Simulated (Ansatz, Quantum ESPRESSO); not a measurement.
# Mg (Im-3m): phonons by linear response

How does Mg (Im-3m) vibrate, and is this structure a minimum?

Method: DFT LDA, scalar-relativistic, plane waves, PseudoDojo norm-conserving pseudopotentials, in Quantum ESPRESSO 7.5.

This is not the structure that Mg takes at ambient pressure and room temperature (hexagonal, No. 194); it is a model or a phase of other conditions.

## (1) The structure

Symmetry: Im-3m, No. 229, cubic system. The conventional cell has a = 3.546 Å, b = 3.546 Å, c = 3.546 Å, α = 90.00°, β = 90.00°, γ = 90.00°. Nearest to Mg lie 8 Mg at 3.07 Å.

## (2) A first look

A cheap run with smearing and empty bands tells whether the crystal has a gap, which decides between fixed occupations and smearing later on.

probe.in

```
&CONTROL
  calculation = 'scf'
  prefix      = 'x'
  outdir      = './tmp'
  pseudo_dir  = './pseudo'
  tprnfor     = .true.
  tstress     = .true.
  verbosity   = 'high'
/
&SYSTEM
  ibrav       = 0
  nat         = 1
  ntyp        = 1
  ecutwfc     = 84.0
  occupations = 'smearing'
  smearing    = 'gaussian'
  degauss     = 0.01
/
&ELECTRONS
  conv_thr         = 1.0d-07
  mixing_beta      = 0.7
  electron_maxstep = 100
/
ATOMIC_SPECIES
 Mg     24.3050  Mg.upf
CELL_PARAMETERS angstrom
     1.772764500    1.772764500    1.772764500
    -1.772764500    1.772764500    1.772764500
    -1.772764500   -1.772764500    1.772764500
ATOMIC_POSITIONS crystal
 Mg     0.000000000   0.000000000   0.000000000
K_POINTS automatic
 8 8 8 0 0 0
```

Command:

```sh
$ OMP_NUM_THREADS=1 mpirun -n 4 pw.x -nk 4 -in probe.in > probe.out
```

Log:

```text
[banners, grids, parts of the stress and lines that vanish by symmetry left out]
Program PWSCF v.7.5
     Message from routine setup:
     using ibrav=0 with symmetry is DISCOURAGED, use correct ibrav instead
[...]
kinetic-energy cutoff     =      84.0000  Ry
     charge density cutoff     =     336.0000  Ry
     scf convergence threshold =      1.0E-07
[...]
Exchange-correlation= SLA  PW   NOGX NOGC
                           (   1   4   0   0   0   0   0)
[...]
48 Sym. Ops., with inversion, found
[...]
(     0          1          0      )
                  (     0          0          1      )
[...]
(  0.0000000  1.0000000  0.0000000 )
                  (  0.0000000  0.0000000  1.0000000 )
[...]
(     1         -1          1      )
                  (     1          0          0      )
[...]
(  1.0000000 -0.0000000  0.0000000 )
                  (  0.0000000 -1.0000000  0.0000000 )
[...]
(     1          0          0      )
                  (     0          0         -1      )
[...]
( -1.0000000  0.0000000  0.0000000 )
                  ( -0.0000000  1.0000000  0.0000000 )
[...]
number of k points=    29  Gaussian smearing, width (Ry)=  0.0100
[...]
End of self-consistent calculation
[...]
the Fermi energy is     5.5843 ev
!    total energy              =    -118.55631342 Ry
[...]
convergence has been achieved in   4 iterations
[...]
atom    1 type  1   force =     0.00000000    0.00000000    0.00000000
[...]
Total force =     0.000000     Total SCF correction =     0.000000
[...]
total   stress  (Ry/bohr**3)                   (kbar)     P=      -12.60
[...]
XML data file, charge density, pseudopotentials, collected wavefunctions

   JOB DONE.
```

Wall time 1.8 s (4 MPI ranks of Arm Neoverse V2, shared host).

Read from the output:

| Item | Value |
| --- | --- |
| volume per atom | 22.29 Å³ |
| pressure | -1.26 GPa |
| gap on the k-mesh | 0 eV |

No gap opens on this mesh, so smearing is kept; the start stands at -1.3 GPa.

## (3) Relaxing the cell and atoms

Frequencies change by per cents with a per cent of volume, so the structure is first brought to rest at this level of theory.

relax.in

```
&CONTROL
  calculation   = 'vc-relax'
  prefix        = 'x'
  outdir        = './tmp'
  pseudo_dir    = './pseudo'
  tprnfor       = .true.
  tstress       = .true.
  forc_conv_thr = 2.0d-05
  etot_conv_thr = 1.0d-07
  nstep         = 40
/
&SYSTEM
  ibrav       = 0
  nat         = 1
  ntyp        = 1
  ecutwfc     = 84.0
  occupations = 'smearing'
  smearing    = 'mp'
  degauss     = 0.02
/
&ELECTRONS
  conv_thr         = 1.0d-11
  mixing_beta      = 0.7
  electron_maxstep = 100
/
&IONS
/
&CELL
  press_conv_thr = 0.1
/
ATOMIC_SPECIES
 Mg     24.3050  Mg.upf
CELL_PARAMETERS angstrom
     1.772764500    1.772764500    1.772764500
    -1.772764500    1.772764500    1.772764500
    -1.772764500   -1.772764500    1.772764500
ATOMIC_POSITIONS crystal
 Mg     0.000000000   0.000000000   0.000000000
K_POINTS automatic
 12 12 12 0 0 0
```

Command:

```sh
$ OMP_NUM_THREADS=1 mpirun -n 4 pw.x -nk 4 -in relax.in > relax.out
```

Log:

```text
[banners, grids, parts of the stress and lines that vanish by symmetry left out]
[banner, memory and clock lines left out]
Program PWSCF v.7.5

[...]
kinetic-energy cutoff     =      84.0000  Ry
     charge density cutoff     =     336.0000  Ry
     scf convergence threshold =      1.0E-11
[...]
energy convergence thresh.=      1.0E-07
     force convergence thresh. =      2.0E-05
     press convergence thresh. =      1.0E-01
     Exchange-correlation= SLA  PW   NOGX NOGC
                           (   1   4   0   0   0   0   0)
[...]
48 Sym. Ops., with inversion, found
[...]
number of k points=    72  Methfessel-Paxton smearing, width (Ry)=  0.0200
[...]
End of self-consistent calculation
[...]
the Fermi energy is     5.6567 ev
!    total energy              =    -118.55643103 Ry
[...]
convergence has been achieved in   6 iterations
[...]
atom    1 type  1   force =     0.00000000    0.00000000    0.00000000
     Total force =     0.000000     Total SCF correction =     0.000000
[...]
total   stress  (Ry/bohr**3)                   (kbar)     P=      -11.23
[...]
number of bfgs steps    =   0
[...]
CELL_PARAMETERS (angstrom)
[...]
ATOMIC_POSITIONS (crystal)
Mg               0.0000000000        0.0000000000        0.0000000000
[...]
New effective cutoffs (rho, wfc):  337.23   84.32
[...]
End of self-consistent calculation
[...]
the Fermi energy is     5.7041 ev
!    total energy              =    -118.55649076 Ry
[...]
convergence has been achieved in   4 iterations
[...]
atom    1 type  1   force =     0.00000000    0.00000000    0.00000000
     Total force =     0.000000     Total SCF correction =     0.000000
[...]
total   stress  (Ry/bohr**3)                   (kbar)     P=       -9.21
[...]
number of bfgs steps    =   1
[...]
WARNING: bfgs curvature condition failed, Theta= 0.979
[...]
CELL_PARAMETERS (angstrom)
[...]
ATOMIC_POSITIONS (crystal)
Mg               0.0000000000        0.0000000000        0.0000000000
[...]
New effective cutoffs (rho, wfc):  339.17   84.80
[...]
End of self-consistent calculation
[...]
the Fermi energy is     5.7758 ev
!    total energy              =    -118.55655771 Ry
[...]
convergence has been achieved in   5 iterations
[...]
atom    1 type  1   force =     0.00000000    0.00000000    0.00000000
     Total force =     0.000000     Total SCF correction =     0.000000
[...]
total   stress  (Ry/bohr**3)                   (kbar)     P=       -6.12
[...]
number of bfgs steps    =   2
[...]
CELL_PARAMETERS (angstrom)
[...]
ATOMIC_POSITIONS (crystal)
Mg               0.0000000000        0.0000000000        0.0000000000
[...]
New effective cutoffs (rho, wfc):  342.12   85.54
[...]
End of self-consistent calculation
[...]
the Fermi energy is     5.8848 ev
!    total energy              =    -118.55660593 Ry
[...]
convergence has been achieved in   6 iterations
[...]
atom    1 type  1   force =     0.00000000    0.00000000    0.00000000
     Total force =     0.000000     Total SCF correction =     0.000000
[...]
total   stress  (Ry/bohr**3)                   (kbar)     P=       -1.26
[...]
number of bfgs steps    =   3
[...]
CELL_PARAMETERS (angstrom)
[...]
ATOMIC_POSITIONS (crystal)
Mg               0.0000000000        0.0000000000        0.0000000000
[...]
New effective cutoffs (rho, wfc):  342.88   85.73
[...]
End of self-consistent calculation
[...]
the Fermi energy is     5.9130 ev
!    total energy              =    -118.55660798 Ry
[...]
convergence has been achieved in   5 iterations
[...]
atom    1 type  1   force =     0.00000000    0.00000000    0.00000000
     Total force =     0.000000     Total SCF correction =     0.000000
[...]
total   stress  (Ry/bohr**3)                   (kbar)     P=        0.03
[...]
number of bfgs steps    =   4
[...]
small trust_radius: resetting bfgs history
[...]
CELL_PARAMETERS (angstrom)
[...]
ATOMIC_POSITIONS (crystal)
Mg               0.0000000000        0.0000000000        0.0000000000
[...]
New effective cutoffs (rho, wfc):  342.88   85.73
[...]
End of self-consistent calculation
[...]
the Fermi energy is     5.9129 ev
!    total energy              =    -118.55660798 Ry
[...]
convergence has been achieved in   2 iterations
[...]
atom    1 type  1   force =     0.00000000    0.00000000    0.00000000
     Total force =     0.000000     Total SCF correction =     0.000000
[...]
total   stress  (Ry/bohr**3)                   (kbar)     P=        0.02
[...]
bfgs converged in   6 scf cycles and   5 bfgs steps
[...]
End of BFGS Geometry Optimization
     Final enthalpy           =    -118.5566079800 Ry
     File ./tmp/x.bfgs deleted, as requested
[...]
CELL_PARAMETERS (angstrom)
[...]
ATOMIC_POSITIONS (crystal)
Mg               0.0000000000        0.0000000000        0.0000000000
[...]
Final scf calculation at the relaxed structure.
[...]
kinetic-energy cutoff     =      84.0000  Ry
     charge density cutoff     =     336.0000  Ry
     scf convergence threshold =      1.0E-13
[...]
press convergence thresh. =      1.0E-01
     Exchange-correlation= SLA  PW   NOGX NOGC
                           (   1   4   0   0   0   0   0)
[...]
48 Sym. Ops., with inversion, found
[...]
number of k points=    72  Methfessel-Paxton smearing, width (Ry)=  0.0200
[...]
c_bands:  1 eigenvalues not converged
     c_bands:  1 eigenvalues not converged
[...]
End of self-consistent calculation
[...]
the Fermi energy is     5.9129 ev
!    total energy              =    -118.55660216 Ry
[...]
convergence has been achieved in   8 iterations
[...]
atom    1 type  1   force =     0.00000000    0.00000000    0.00000000
     Total force =     0.000000     Total SCF correction =     0.000000
[...]
total   stress  (Ry/bohr**3)                   (kbar)     P=       -0.15
[...]
XML data file, charge density, pseudopotentials, collected wavefunctions
```

Wall time 19 s (4 MPI ranks); 74 s of CPU time.

Relaxation path:

```csv
step,energy less that of the first step (eV),largest force (eV/Å),pressure (GPa),volume (Å³)
1,0.0000,0.0000,-1.12,22.29
2,-0.0008,0.0000,-0.92,22.16
3,-0.0017,0.0000,-0.61,21.97
4,-0.0024,0.0000,-0.13,21.68
5,-0.0024,0.0000,0.00,21.61
6,-0.0024,0.0000,0.00,21.61
7,-0.0023,0.0000,-0.01,21.61
```

```csv
"conventional cell, symmetrised",before,after,change
a (Å),3.546,3.509,-1.0 %
b (Å),3.546,3.509,-1.0 %
c (Å),3.546,3.509,-1.0 %
volume (Å³/atom),22.29,21.61,-3.0 %
```

The relaxed structure:

```
Mg
1.0
     1.75475    1.75475    1.75475
    -1.75475    1.75475    1.75475
    -1.75475   -1.75475    1.75475
Mg
1
Direct
  0.00000 0.00000 0.00000
```

The last row of the table of steps is pw.x's closing run on a basis chosen anew for the final cell, so its energy can jump.

This step gave:

```yaml
volume_per_atom: 21.61 Å³
pressure: -0.015 GPa
```

The volume changes by -3.0 % from the cell with which this run began.

## (4) Ground state

Perturbation theory inherits every error of the wavefunctions, so the threshold is set near the limit of the arithmetic. Smearing stays on, as the first look found no gap above 0.3 eV.

scf.in

```
&CONTROL
  calculation = 'scf'
  prefix      = 'x'
  outdir      = './tmp'
  pseudo_dir  = './pseudo'
  tprnfor     = .true.
  tstress     = .true.
/
&SYSTEM
  ibrav       = 0
  nat         = 1
  ntyp        = 1
  ecutwfc     = 84.0
  occupations = 'smearing'
  smearing    = 'mp'
  degauss     = 0.02
/
&ELECTRONS
  conv_thr         = 1.0d-12
  mixing_beta      = 0.7
  electron_maxstep = 100
/
ATOMIC_SPECIES
 Mg     24.3050  Mg.upf
CELL_PARAMETERS angstrom
     1.754745894    1.754745894    1.754745894
    -1.754745894    1.754745894    1.754745894
    -1.754745894   -1.754745894    1.754745894
ATOMIC_POSITIONS crystal
 Mg     0.000000000   0.000000000   0.000000000
K_POINTS automatic
 12 12 12 0 0 0
```

Command:

```sh
$ OMP_NUM_THREADS=1 mpirun -n 4 pw.x -nk 4 -in scf.in > scf.out
```

Log:

```text
[banners, grids, parts of the stress and lines that vanish by symmetry left out]
[banner, memory and clock lines left out]
Program PWSCF v.7.5

[...]
kinetic-energy cutoff     =      84.0000  Ry
     charge density cutoff     =     336.0000  Ry
     scf convergence threshold =      1.0E-12
[...]
Exchange-correlation= SLA  PW   NOGX NOGC
                           (   1   4   0   0   0   0   0)
[...]
48 Sym. Ops., with inversion, found
[...]
number of k points=    72  Methfessel-Paxton smearing, width (Ry)=  0.0200
[...]
End of self-consistent calculation
[...]
the Fermi energy is     5.9129 ev
!    total energy              =    -118.55660216 Ry
[...]
convergence has been achieved in   7 iterations
[...]
atom    1 type  1   force =     0.00000000    0.00000000    0.00000000
     Total force =     0.000000     Total SCF correction =     0.000000
[...]
total   stress  (Ry/bohr**3)                   (kbar)     P=       -0.15
[...]
XML data file, charge density, pseudopotentials, collected wavefunctions
```

Run time: 4.3 s. Hardware: 4 MPI ranks.

The cell stands at -0.015 GPa, close enough for phonons.

## (5) Levels on a dense mesh

The coupling is a sum over pairs of states at the Fermi level and needs a much denser mesh than the density does.

scf_fit.in, as its differences from scf.in of step 4:

```diff
@@ -16,5 +16,6 @@
   degauss     = 0.02
+  la2F        = .true.
 /
 &ELECTRONS
-  conv_thr         = 1.0d-12
+  conv_thr         = 1.0d-10
   mixing_beta      = 0.7
@@ -31,2 +32,2 @@
 K_POINTS automatic
- 12 12 12 0 0 0
+ 24 24 24 0 0 0
```

Command:

```sh
$ OMP_NUM_THREADS=1 mpirun -n 4 pw.x -nk 4 -in scf_fit.in > scf_fit.out
```

Log:

```text
[banners, grids, parts of the stress and lines that vanish by symmetry left out]
[banner, memory and clock lines left out]
Program PWSCF v.7.5

[...]
kinetic-energy cutoff     =      84.0000  Ry
     charge density cutoff     =     336.0000  Ry
     scf convergence threshold =      1.0E-10
[...]
Exchange-correlation= SLA  PW   NOGX NOGC
                           (   1   4   0   0   0   0   0)
[...]
48 Sym. Ops., with inversion, found
[...]
number of k points=   413  Methfessel-Paxton smearing, width (Ry)=  0.0200
[...]
End of self-consistent calculation
[...]
the Fermi energy is     5.9520 ev
!    total energy              =    -118.55693316 Ry
[...]
convergence has been achieved in   6 iterations
[...]
atom    1 type  1   force =     0.00000000    0.00000000    0.00000000
     Total force =     0.000000     Total SCF correction =     0.000000
[...]
total   stress  (Ry/bohr**3)                   (kbar)     P=        0.14
[...]
XML data file, charge density, pseudopotentials, collected wavefunctions
```

It took 19 s on 4 MPI ranks.

Read from the output:

* pressure: 0.01400 GPa

## (6) Ground state

The run on the dense mesh left its levels for the electron-phonon sums; ph.x needs the ground state on the coarse mesh, so pw.x runs once more in the same folder.

scf.in is that of step 4.

Command:

```sh
$ OMP_NUM_THREADS=1 mpirun -n 4 pw.x -nk 4 -in scf.in > scf.out
```

Log:

```text
[banners, grids, parts of the stress and lines that vanish by symmetry left out]
[banner, memory and clock lines left out]
Program PWSCF v.7.5

[...]
kinetic-energy cutoff     =      84.0000  Ry
     charge density cutoff     =     336.0000  Ry
     scf convergence threshold =      1.0E-12
[...]
Exchange-correlation= SLA  PW   NOGX NOGC
                           (   1   4   0   0   0   0   0)
[...]
48 Sym. Ops., with inversion, found
[...]
number of k points=    72  Methfessel-Paxton smearing, width (Ry)=  0.0200
[...]
End of self-consistent calculation
[...]
the Fermi energy is     5.9129 ev
!    total energy              =    -118.55660216 Ry
[...]
convergence has been achieved in   7 iterations
[...]
atom    1 type  1   force =     0.00000000    0.00000000    0.00000000
     Total force =     0.000000     Total SCF correction =     0.000000
[...]
total   stress  (Ry/bohr**3)                   (kbar)     P=       -0.15
[...]
XML data file, charge density, pseudopotentials, collected wavefunctions
```

Elapsed: 4.4 s, on 4 MPI ranks.

Read from the output:

```yaml
pressure: -0.015 GPa
```

(Continued in part 2 of 3.)

[Host names and launcher messages were left out of these logs when they were recorded.]

[Logs are printed without paths, hosts, clocks, repeated set-up lines and the standing remarks that a program may print on its own settings, such as how far it seeks lower states.]

[Hosts, paths, dates, database ids (printed as entryN), source tags and the programs' standing remarks are cut or masked in the printed files.]
